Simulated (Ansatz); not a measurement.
# What MgTiS3 (model cell, started as cubic perovskite with Ti in the octahedra) distorts into, part 2 of 3

Aim: this structure of MgTiS3 (model cell, started as cubic perovskite with Ti in the octahedra) is to be tested for unstable modes, and one is followed downhill.

Ansatz 0.2.0; DFT PBE, scalar-relativistic, plane waves, PAW; PAW set soft_1.

So far, highest frequency on the path or at a solved wavevector (cm⁻¹): step 2 (the dispersion) 462. Also lowest frequency on the path (cm⁻¹): step 2 -235.

The structure was built from a prototype and need not be the compound's stable phase.

## 3. The mode frozen in, largest atomic shift 0 Å

The mode followed lies at q = (0, -0.5, -0.5) with frequency 235.0i cm⁻¹, the softest among the wavevectors solved. At small amplitude the distorted cell has space group no. 127 by a symmetry search on the positions. The undistorted cell that holds it gives the zero of energy on the same k mesh.

System of this step: MgTiS3 (model cell, started as cubic perovskite with Ti in the octahedra). The structure is cubic, space group Pm-3m (No. 221). The conventional cell has a = 4.709 Å, b = 4.709 Å, c = 4.709 Å, α = 90.00°, β = 90.00°, γ = 90.00°. Nearest to Mg lie 12 S at 3.33 Å. Ti has 6 S at 2.35 Å nearest. S has 2 Ti at 2.35 Å nearest. Nearest to S lie 2 Ti at 2.35 Å. Farther neighbours and most contacts between anions are not listed.

Contents of input.yaml:

```yaml
crystal:
  lattice:
    - [-4.7086208483, 0.0, 0.0]
    - [0.0, -4.7086208483, -4.7086208483]
    - [0.0, -4.7086208483, 4.7086208483]
  atoms:
    - { symbol: Mg, position: [1.0, 0.5, 0.5] }
    - { symbol: Mg, position: [1.0, 1.0, 0.0] }
    - { symbol: Ti, position: [0.5, 0.0, 0.5] }
    - { symbol: Ti, position: [0.5, 0.5, 0.0] }
    - { symbol: S, position: [0.5, 0.75, 0.75] }
    - { symbol: S, position: [0.5, 0.25, 0.25] }
    - { symbol: S, position: [0.5, 0.25, 0.75] }
    - { symbol: S, position: [0.5, 0.75, 0.25] }
    - { symbol: S, position: [1.0, 0.0, 0.5] }
    - { symbol: S, position: [1.0, 0.5, 0.0] }
kpoints:
  mp_grid: { grid: [8, 6, 6] }
hamiltonian:
  xc: pbe
  pseudopotentials: { kind: paw, azcp: { folder: soft_1 } }
scf:
  occupations: { method: methfessel_paxton, width: 0.2 }
output:
  forces: true
  stress: true
  eigenvalues: true
```

Launch:

```sh
$ ansatz run input.yaml --threads 4 --pin off --max-ram 16384MiB --backend cpu --events-out ev --progress --plain --runs-dir out
```

Numbers of over 12 decimals in the logs are rounded to 6 here.

What it wrote:

```text
[...]
Crystal: 10 atoms, lattice volume = 208.791 Å³
Basis set: ecut = 420 eV, 4055 PW (Γ), exchange–correlation on 64×90×90 points (8 copies of the dense FFT grid, shifted against one another)
Bands: 50, of which v1, the nominal top of the filled ones, is band 40 counted from 1 (39 counted from 0)
Symmetry: 32 space group operations
[...]
k-points: 50 of 288
[...]
k-point 0: bands = [... 36 lower, 6.2026, 6.2030, 6.2030, 6.2390, 6.5979, 6.5979, 6.5990, 6.9089, ... 6 higher]
  k-point 1: bands = [... 36 lower, 5.6247, 5.9026, 5.9600, 6.6001, 6.7329, 6.8701, 6.9147, 7.0919, ... 6 higher]
  k-point 2: bands = [... 36 lower, 5.3632, 5.4892, 5.7161, 6.3324, 7.0711, 7.3660, 7.3692, 7.6745, ... 6 higher]
  k-point 49: bands = [... 36 lower, 4.2566, 4.2566, 6.9102, 6.9102, 7.6285, 7.6285, 8.5529, 8.5529, ... 6 higher]
[key lines of the parts left out:]
SCF converged after 9 iterations
Free energy (F): -14266.519843 eV
Fermi energy:    6.765414 eV
P = ⅓ Tr σ = 0.0202 GPa (0.202 kbar)
```

Elapsed: 9.4 s, on 4 threads of Arm Neoverse V1, shared host; peak memory 0.76 GiB.

This step gave:

- pressure: 0.02020 GPa
- energy from the undistorted cell: 0 meV/atom

The run ends at a pressure of 0.02 GPa.

## 4. The mode frozen in, largest atomic shift 0.6 Å

The atoms are moved along the unstable eigenvector, the largest shift by 0.6 Å, with the cell fixed.

input.yaml, the sections that differ from step 3:

```yaml
crystal:
  lattice:
    - [-4.7086208483, 0.0, 0.0]
    - [0.0, -4.7086208483, -4.7086208483]
    - [0.0, -4.7086208483, 4.7086208483]
  atoms:
    - { symbol: Mg, position: [1.0, 0.5, 0.5] }
    - { symbol: Mg, position: [1.0, 1.0, 0.0] }
    - { symbol: Ti, position: [0.5, 0.0, 0.5] }
    - { symbol: Ti, position: [0.5, 0.5, 0.0] }
    - { symbol: S, position: [0.5, 0.8137129235, 0.8137129235] }
    - { symbol: S, position: [0.5, 0.1862870765, 0.1862870765] }
    - { symbol: S, position: [0.5, 0.3137129235, 0.6862870765] }
    - { symbol: S, position: [0.5, 0.6862870765, 0.3137129235] }
    - { symbol: S, position: [1.0, 0.0, 0.5] }
    - { symbol: S, position: [1.0, 0.5, 0.0] }
# kpoints, hamiltonian, scf, output: as in step 3
```

What it wrote:

```text
[...]
Crystal: 10 atoms, lattice volume = 208.791 Å³
Basis set: ecut = 420 eV, 4055 PW (Γ), exchange–correlation on 64×90×90 points (8 copies of the dense FFT grid, shifted against one another)
Bands: 50, of which v1, the nominal top of the filled ones, is band 40 counted from 1 (39 counted from 0)
Symmetry: 16 space group operations
[...]
k-points: 50 of 288
[...]
k-point 0: bands = [... 36 lower, 5.5252, 5.7805, 6.2316, 6.2316, 6.4850, 6.4850, 6.7258, 7.2190, ... 6 higher]
  k-point 1: bands = [... 36 lower, 5.4779, 5.5908, 5.6554, 5.9863, 6.6269, 6.6923, 7.0410, 7.5131, ... 6 higher]
  k-point 2: bands = [... 36 lower, 5.2440, 5.2630, 5.4492, 5.7184, 6.9683, 7.0631, 7.4093, 7.7332, ... 6 higher]
  k-point 49: bands = [... 36 lower, 4.4057, 4.4057, 6.1883, 6.1883, 7.7571, 7.7571, 7.8426, 7.8426, ... 6 higher]
[key lines of the parts left out:]
SCF converged after 10 iterations
Free energy (F): -14268.916805 eV
Fermi energy:    6.523886 eV
P = ⅓ Tr σ = -3.2987 GPa (-32.987 kbar)
```

It took 10 s on 4 threads; peak memory 0.76 GiB.

Numbers from this step:

```
pressure                         : -3.299 GPa
energy from the undistorted cell : -239.8 meV/atom
```

The energy, extrapolated to zero smearing, is -239.78 meV/atom against the undistorted cell.

The run ends at a pressure of -3.30 GPa, with forces up to 1.0 eV/Å.

## 5. Energy along the mode, all amplitudes (two of the runs are shown above)

An imaginary frequency means negative curvature, so the energy should fall and then rise again as anharmonic terms take over.

Numbers from this step:

| Quantity | Value |
| --- | --- |
| depth at the lowest point sampled | 239.8 meV/atom |
| largest atomic shift at that point | 0.6 Å |

Energy from the parent against largest atomic shift:

| largest atomic shift (Å) | energy from the parent (meV/atom) |
| --- | --- |
| 0.000 | 0 |
| 0.040 | -2.01 |
| 0.080 | -7.83 |
| 0.140 | -22.8 |
| 0.220 | -52.2 |
| 0.320 | -99.6 |
| 0.450 | -168 |
| 0.600 | -240 |

Displacement at unit largest shift by atom:

| atom | x (Å) | y (Å) | z (Å) | size |
| --- | --- | --- | --- | --- |
| Mg1 | 0.00 | 0.00 | 0.00 | 0.00 |
| Mg2 | 0.00 | 0.00 | 0.00 | 0.00 |
| Ti3 | 0.00 | 0.00 | 0.00 | 0.00 |
| Ti4 | 0.00 | 0.00 | 0.00 | 0.00 |
| S5 | 0.00 | -1.00 | 0.00 | 1.00 |
| S6 | 0.00 | 1.00 | 0.00 | 1.00 |
| S7 | 0.00 | 0.00 | -1.00 | 1.00 |
| S8 | 0.00 | 0.00 | 1.00 | 1.00 |
| S9 | 0.00 | 0.00 | 0.00 | 0.00 |
| S10 | 0.00 | 0.00 | 0.00 | 0.00 |

The lowest of the steps tried is the last one, at 0.6 Å, 240 meV/atom below the parent; the bottom of the well need not coincide with a step.

## 6. Relaxation from the frozen mode

Starting from the lowest point found, all atoms and the cell are let go, so that strain and other modes of the same symmetry can join in.

input.yaml, as its differences from that of step 4:

```diff
@@ -27 +27,6 @@
   eigenvalues: true
+relax:
+  adjacent_minimum: "off"
+  f_tol: 0.002
+  max_steps: 120
+  cell: { stress_tol: 0.03 }
```

What it wrote:

```text
[...]
Crystal: 10 atoms, lattice volume = 208.791 Å³
Basis set: ecut = 420 eV, 4055 PW (Γ), exchange–correlation on 64×90×90 points (8 copies of the dense FFT grid, shifted against one another)
Bands: 50, of which v1, the nominal top of the filled ones, is band 40 counted from 1 (39 counted from 0)
Symmetry: 16 space group operations
[...]
k-points: 50 of 288
[...]
SCF iter   1: F=—  HF=-14270.284890 eV  |F-HF|=—  |Δ(HF+E_count)|=         —  Δρ=4.70e-2  dr2=9.73e0  ethr=3.10e-3  ⟨swp⟩=6.5  Hψ=10482  notcnv=0
[...]
SCF iter  10: F=-14268.916805 eV  HF=-14268.916805 eV  |F-HF|=3.58e-9  |Δ(HF+E_count)|=   1.28e-8  S|Δr|=    0.00e0  Δρ=1.70e-6  dr2=8.86e-9  ethr=1.25e-10  ⟨swp⟩=10.7  Hψ=11178  notcnv=0
SCF 1 converged in 10 iterations: F = -14268.916805 eV  dr2 = 8.86e-9
[...]
relax step   1: F+E_penalty+E_count = -14268.91680469 eV  Δ(F+E_penalty+E_count) = +0.000e0 eV  max|allowed force component| = 1.035e0 eV/Å  Δτ_max = 0.0000 Å  P = -3.299 GPa  Ω = 208.791 Å³  (10 SCF iters, dr2 threshold 1.00e-7 eV, accepted)
Crystal: 10 atoms, lattice volume = 199.068 Å³
Basis set: ecut = 420 eV, 3891 PW (Γ), exchange–correlation on 64×90×90 points (8 copies of the dense FFT grid, shifted against one another)
[...]
SCF iter   7: F=-14269.621805 eV  HF=-14269.621805 eV  |F-HF|=4.23e-8  |Δ(HF+E_count)|=   1.61e-6  S|Δr|=    0.00e0  Δρ=7.91e-6  dr2=2.55e-7  ethr=1.25e-9  ⟨swp⟩=7.4  Hψ=10826  notcnv=0
SCF 2 converged in 7 iterations: F = -14269.621805 eV  dr2 = 2.55e-7
relax step   2: F+E_penalty+E_count = -14269.62180456 eV  Δ(F+E_penalty+E_count) = -7.050e-1 eV  max|allowed force component| = 3.559e-1 eV/Å  Δτ_max = 0.1958 Å  P = -1.339 GPa  Ω = 199.068 Å³  energy of the carried Pulay correction = +1.148e-3 eV  (7 SCF iters, dr2 threshold 1.00e-6 eV, accepted)
Crystal: 10 atoms, lattice volume = 193.503 Å³
Basis set: ecut = 420 eV, 3787 PW (Γ), exchange–correlation on 64×90×90 points (8 copies of the dense FFT grid, shifted against one another)
[...]
SCF iter   7: F=-14269.672364 eV  HF=-14269.672364 eV  |F-HF|=3.20e-8  |Δ(HF+E_count)|=   8.15e-7  S|Δr|=    0.00e0  Δρ=7.51e-6  dr2=1.65e-7  ethr=1.25e-9  ⟨swp⟩=5.4  Hψ=8977  notcnv=0
SCF 3 converged in 7 iterations: F = -14269.672364 eV  dr2 = 1.65e-7
[...]
relax step   3: F+E_penalty+E_count = -14269.67236359 eV  Δ(F+E_penalty+E_count) = -5.056e-2 eV  max|allowed force component| = 2.265e-1 eV/Å  Δτ_max = 0.0957 Å  P = +0.620 GPa  Ω = 193.503 Å³  energy of the carried Pulay correction = +1.830e-3 eV  (7 SCF iters, dr2 threshold 1.00e-6 eV, accepted)
[...]
relax step   4: F+E_penalty+E_count = -14269.68411519 eV  Δ(F+E_penalty+E_count) = -1.175e-2 eV  max|allowed force component| = 8.765e-2 eV/Å  Δτ_max = 0.0485 Å  P = +0.753 GPa  Ω = 194.238 Å³  energy of the carried Pulay correction = +1.739e-3 eV  (5 SCF iters, dr2 threshold 1.00e-6 eV, accepted)
[...]
relax step   5: F+E_penalty+E_count = -14269.68956224 eV  Δ(F+E_penalty+E_count) = -5.447e-3 eV  max|allowed force component| = 3.442e-3 eV/Å  Δτ_max = 0.0125 Å  P = -0.336 GPa  Ω = 196.355 Å³  energy of the carried Pulay correction = +1.478e-3 eV  (6 SCF iters, dr2 threshold 1.00e-6 eV, accepted)
[...]
relax step   6: F+E_penalty+E_count = -14269.69052454 eV  Δ(F+E_penalty+E_count) = -9.623e-4 eV  max|allowed force component| = 3.013e-3 eV/Å  Δτ_max = 0.0010 Å  P = -0.012 GPa  Ω = 195.549 Å³  energy of the carried Pulay correction = +1.577e-3 eV  (5 SCF iters, dr2 threshold 3.71e-7 eV, accepted)
[...]
relax step   7: F+E_penalty+E_count = -14269.69056272 eV  Δ(F+E_penalty+E_count) = -3.819e-5 eV  max|allowed force component| = 2.413e-4 eV/Å  Δτ_max = 0.0001 Å  P = +0.001 GPa  Ω = 195.461 Å³  energy of the carried Pulay correction = +1.588e-3 eV  (6 SCF iters, dr2 threshold 3.01e-9 eV, accepted)
[...]
SCF iter   6: F=-14269.688846 eV  HF=-14269.688846 eV  |F-HF|=7.28e-12  |Δ(HF+E_count)|=  2.18e-11  S|Δr|=    0.00e0  Δρ=6.93e-8  dr2=1.11e-11  ethr=1.00e-12  ⟨swp⟩=4.7  Hψ=10183  notcnv=0
SCF 8 converged in 6 iterations: F = -14269.688846 eV  dr2 = 1.11e-11
relax step   8: F+E_penalty+E_count = -14269.68884611 eV  Δ(F+E_penalty+E_count) = +1.717e-3 eV  max|allowed force component| = 3.592e-4 eV/Å  Δτ_max = 0.0000 Å  P = +0.005 GPa  Ω = 195.461 Å³  stress off target by 5.83e-3 GPa  SCF on the basis re-selected at this cell (its energy is not comparable with the rows above)  (6 SCF iters)
basis re-selected at this cell: Δ(F+E_penalty+E_count) = +1.717e-3 eV, ΔP = +0.005 GPa vs the last step (what re-selecting the basis moved, of the pressure what is left beyond the Pulay correction that the steps carried, after the strain that the cell walked since its last selection, with what the two solves' SCF thresholds leave and, on support functions, any second-order correction that the steps lacked; it is no m [...]
SCF converged after 6 iterations
[...]
Free energy (F): -14269.688846 eV
[...]
Internal energy: -14269.689874 eV  (E = F + TS)
E sigma→0 (E₀):  -14269.689103 eV
Entropy (-TS):   0.001028 eV (0.103 meV/atom)
Fermi energy:    7.342302 eV
[...]
--- Forces (eV/Å), atoms counted from 1 ---
  atom   1  Mg    -0.00000000     0.00000000    -0.00000000
  atom   2  Mg     0.00000000    -0.00000000     0.00000000
  atom   3  Ti     0.00000000    -0.00000000     0.00000000
  atom   4  Ti     0.00000000     0.00000000    -0.00000000
  atom   5  S     -0.00000000    -0.00035920     0.00000000
  atom   6  S     -0.00000000     0.00035920     0.00000000
  atom   7  S     -0.00000000     0.00000000    -0.00035920
  atom   8  S      0.00000000     0.00000000     0.00035920
  atom   9  S      0.00000000    -0.00000000     0.00000000
  atom  10  S     -0.00000000     0.00000000    -0.00000000
  max |Σ_I F_I| component: 5.20e-18 eV/Å
--- Stress (GPa, compression-positive) ---
        0.003560      -0.000000       0.000000
       -0.000000       0.005834      -0.000000
        0.000000      -0.000000       0.005834
  P = ⅓ Tr σ = 0.0051 GPa (0.051 kbar)
--- Band table (eV; the first three rows and the last of 50) ---
  k-point 0: bands = [... 36 lower, 6.2660, 6.2660, 7.2681, 7.2681, 7.3947, 7.3947, 7.7704, 7.9881, ... 6 higher]
  k-point 1: bands = [... 36 lower, 6.1698, 6.1767, 6.7566, 7.0839, 7.3519, 7.4259, 8.1013, 8.3509, ... 6 higher]
  k-point 2: bands = [... 36 lower, 5.8330, 5.9015, 6.3273, 6.7605, 7.6054, 7.7537, 8.4048, 8.4687, ... 6 higher]
  k-point 49: bands = [... 36 lower, 5.6929, 5.6929, 6.3794, 6.3794, 8.5905, 8.5905, 8.9367, 8.9367, ... 6 higher]
--- Relaxed structure (7 steps of the walk, 7 accepted, 1 SCFs on fresh bases) ---
  F+E_penalty+E_count = -14269.68884611 eV   max|allowed force component| = 3.592e-4 eV/Å   (the final SCF, on the basis selected at the relaxed cell)
  cell:  # Å, volume = 195.4610 Å³
    - [-4.598248, 0, 0]
    - [0, -4.610190, -4.610190]
    - [0, -4.610190, 4.610190]
  atoms:
    - { symbol: Mg, position: [1.0, 0.5, 0.5] }
    - { symbol: Mg, position: [1.0, 1.0, 0.0] }
    - { symbol: Ti, position: [0.5, 0.0, 0.5] }
    - { symbol: Ti, position: [0.5, 0.5, 0.0] }
    - { symbol: S, position: [0.5, 0.840940, 0.840940] }
    - { symbol: S, position: [0.5, 0.159060, 0.159060] }
    - { symbol: S, position: [0.5, 0.340940, 0.659060] }
    - { symbol: S, position: [0.5, 0.659060, 0.340940] }
    - { symbol: S, position: [1.0, 0.0, 0.5] }
    - { symbol: S, position: [1.0, 0.5, 0.0] }
```

Run time: 75 s. Hardware: 4 threads; peak memory 0.8 GiB; 4.9 min of CPU time.

Step by step:

| step | energy less that of the first step (eV) | largest force component (eV/Å) | pressure (GPa) | volume (Å³) |
| --- | --- | --- | --- | --- |
| 1 | 0.0000 | 1.0354 | -3.30 | 208.79 |
| 2 | -0.7050 | 0.3559 | -1.34 | 199.07 |
| 3 | -0.7556 | 0.2265 | 0.62 | 193.50 |
| 4 | -0.7673 | 0.0877 | 0.75 | 194.24 |
| 5 | -0.7728 | 0.0034 | -0.34 | 196.35 |
| 6 | -0.7737 | 0.0030 | -0.01 | 195.55 |
| 7 | -0.7738 | 0.0002 | 0.00 | 195.46 |
| 8* | -0.7720 | 0.0004 | 0.01 | 195.46 |

Relaxation steps marked * repeat the geometry before them on a plane-wave basis chosen anew for their cell, so energy and pressure can jump there.

Forces are held to the 16 operations that the run works with; a distortion that breaks them can't arise in this run.

| cell as run | before | after | change |
| --- | --- | --- | --- |
| a (Å) | 4.709 | 4.598 | -2.3 % |
| b (Å) | 6.659 | 6.520 | -2.1 % |
| c (Å) | 6.659 | 6.520 | -2.1 % |
| volume (Å³/atom) | 20.88 | 19.55 | -6.4 % |

The atoms that moved most (Å, as changes of fractional coordinates times the final cell):

| atom | dx | dy | dz | length |
| --- | --- | --- | --- | --- |
| S5 | 0.000 | -0.251 | 0.000 | 0.251 |
| S7 | 0.000 | 0.000 | -0.251 | 0.251 |
| S8 | 0.000 | 0.000 | 0.251 | 0.251 |
| S6 | 0.000 | 0.251 | 0.000 | 0.251 |

This step gave:

| Property | Result |
| --- | --- |
| pressure | 0.005076 GPa |
| volume per atom | 19.55 Å³ |

The distorted start has space group P4/mbm; the relaxation ends in P4/mbm.

## 7. The new phase in its own primitive cell

The relaxed structure is symmetrised, reduced to its primitive cell and relaxed tightly, as its phonons need.

Contents of input.yaml:

```yaml
crystal:
  lattice:
    - [6.5197936479, 0.0, 0.0]
    - [0.0, 6.5197936479, 0.0]
    - [0.0, 0.0, 4.5982480715]
  atoms:
    - { symbol: Mg, position: [0.5, 0.0, 0.0] }
    - { symbol: Mg, position: [0.0, 0.5, 0.0] }
    - { symbol: Ti, position: [0.0, 0.0, 0.5] }
    - { symbol: Ti, position: [0.5, 0.5, 0.5] }
    - { symbol: S, position: [0.8409403728, 0.3409403728, 0.5] }
    - { symbol: S, position: [0.1590596272, 0.6590596272, 0.5] }
    - { symbol: S, position: [0.3409403728, 0.1590596272, 0.5] }
    - { symbol: S, position: [0.6590596272, 0.8409403728, 0.5] }
    - { symbol: S, position: [0.0, 0.0, 0.0] }
    - { symbol: S, position: [0.5, 0.5, 0.0] }
kpoints:
  mp_grid: { grid: [6, 6, 8] }
hamiltonian:
  xc: pbe
  pseudopotentials: { kind: paw, azcp: { folder: soft_1 } }
scf:
  occupations: { method: methfessel_paxton, width: 0.2 }
output:
  forces: true
  stress: true
  eigenvalues: true
relax:
  adjacent_minimum: "off"
  f_tol: 0.001
  max_steps: 60
  cell: { stress_tol: 0.01 }
```

What it wrote:

```text
[...]
Crystal: 10 atoms, lattice volume = 195.461 Å³
Basis set: ecut = 420 eV, 3859 PW (Γ), exchange–correlation on 90×90×64 points (8 copies of the dense FFT grid, shifted against one another)
Bands: 50, of which v1, the nominal top of the filled ones, is band 40 counted from 1 (39 counted from 0)
Symmetry: 16 space group operations
[...]
k-points: 50 of 288
[...]
- { symbol: Mg, position: [0.0, 0.5, 0.0] }
    - { symbol: Ti, position: [0.0, 0.0, 0.5] }
    - { symbol: Ti, position: [0.5, 0.5, 0.5] }
    - { symbol: S, position: [0.8409403728, 0.3409403728, 0.5] }
    - { symbol: S, position: [0.1590596272, 0.659060, 0.5] }
    - { symbol: S, position: [0.3409403728, 0.1590596272, 0.5] }
    - { symbol: S, position: [0.659060, 0.8409403728, 0.5] }
    - { symbol: S, position: [0.0, 0.0, 0.0] }
    - { symbol: S, position: [0.5, 0.5, 0.0] }
[key lines of the parts left out:]
SCF converged after 7 iterations
Free energy (F): -14269.688846 eV
Fermi energy:    7.342302 eV
P = ⅓ Tr σ = 0.0051 GPa (0.051 kbar)
```

Elapsed: 22 s, on 4 threads; peak memory 0.77 GiB.

Little changed from the start: no atom moved by 0.005 Å and no cell edge by 0.1 %.

Numbers from this step:

* pressure: 0.005079 GPa

The largest force component left is 0.25 meV/Å and the pressure is 0.005 GPa, within the tolerances set. The cell now holds 19.55 Å³/atom.

(Continued in part 3 of 3.)

[Logs are printed without paths, hosts, clocks, repeated set-up lines and the standing remarks that a program may print on its own settings, such as how far it seeks lower states.]

[Hosts, paths, dates, database ids (printed as entryN), source tags and the programs' standing remarks are cut or masked in the printed files.]
